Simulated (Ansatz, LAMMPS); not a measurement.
# Gap against volume in glassy 68SiO2-14MgO-11ZnO-7BaO (mol %) (75 atoms)

Density of this cell: 2.96 g/cm³. The cell holds 75 atoms: 19 Si, 4 Mg, 3 Zn, 2 Ba and 47 O. Cell: a = 9.990 Å, b = 10.200 Å, c = 10.236 Å, α = 88.3°, β = 89.0°, γ = 92.4°. The starting structure: 75 atoms (19 Si, 4 Mg, 3 Zn, 2 Ba, 47 O) placed at random at 2.98 g/cm³, melted at 4000 K for 10 ps at fixed volume with the Morse and Coulomb pair potential with partial charges (Pedone, Malavasi, Menziani, Cormack and Segre, J. Phys. Chem. B 110, 11780 (2006)). Quenched from 4000 K to 300 K at 25 K/ps and fixed volume, held 5 ps, then minimised at fixed cell.

Calculated with Ansatz 0.2.0: Kohn-Sham DFT, PBE, PAW (set soft_2), plane waves; cutoff 420 eV, Γ point, fixed occupations. The relaxed cell was scaled evenly and the atoms were relaxed at each volume. The gap is that between the highest filled and the lowest empty Kohn-Sham level on the run's k-points.

| volume (Å³/atom) | gap (eV) |
| --- | --- |
| 12.498 | 3.739 |
| 13.053 | 3.660 |
| 13.470 | 3.592 |
| 13.886 | 3.524 |
| 14.303 | ? |
| 14.720 | 3.413 |

**Question.** Fit a straight line in ln V to the rows given and interpolate to the withheld row.

Worked fit:

A volume deformation potential makes the spacing linear in u = ln(V/V0), with V0 = 13.886 Å³ the relaxed volume; v is the spacing.

| u = ln(V/V0) | v (eV) |
| --- | --- |
| -0.105361 | 3.7386 |
| -0.0618751 | 3.6598 |
| -0.0304602 | 3.5917 |
| 0 | 3.5243 |
| 0.0582683 | 3.4127 |

With n = 5: mean u = -0.0278856, mean v = 3.58542, Σ(u − ū)² = 0.015364, Σ(u − ū)(v − v̄) = -0.030997. Slope b = -0.030997 / 0.015364 = -2.0174; intercept a = v̄ − b ū = 3.5292.

At the withheld volume u = 0.02956, and v = a + b u.

Prediction at 14.303: 3.470 eV. The run gave 3.463 eV, so the fit is high by 0.0062 eV (0.18 % of the value).

The slope, -2.02 eV, says that the spacing narrows on expansion. Among the rows given, the largest miss of the fit is at 13.053, by 0.0058 eV (1.8 % of the range of the table).

Limits: The table spans 16 % in volume, wide for a linear law. Semilocal functionals tend to put gaps under measured ones. Only the Γ point is sampled. Atoms move by up to 0.5 Å in these relaxations, so the structure changes along the series. Defect or tail levels can set the spacing of a disordered cell. Spin–orbit coupling is left out, which matters for the levels of the heavy elements.

[Hosts, paths, dates, database ids (printed as entryN), source tags and the programs' standing remarks are cut or masked in the printed files.]
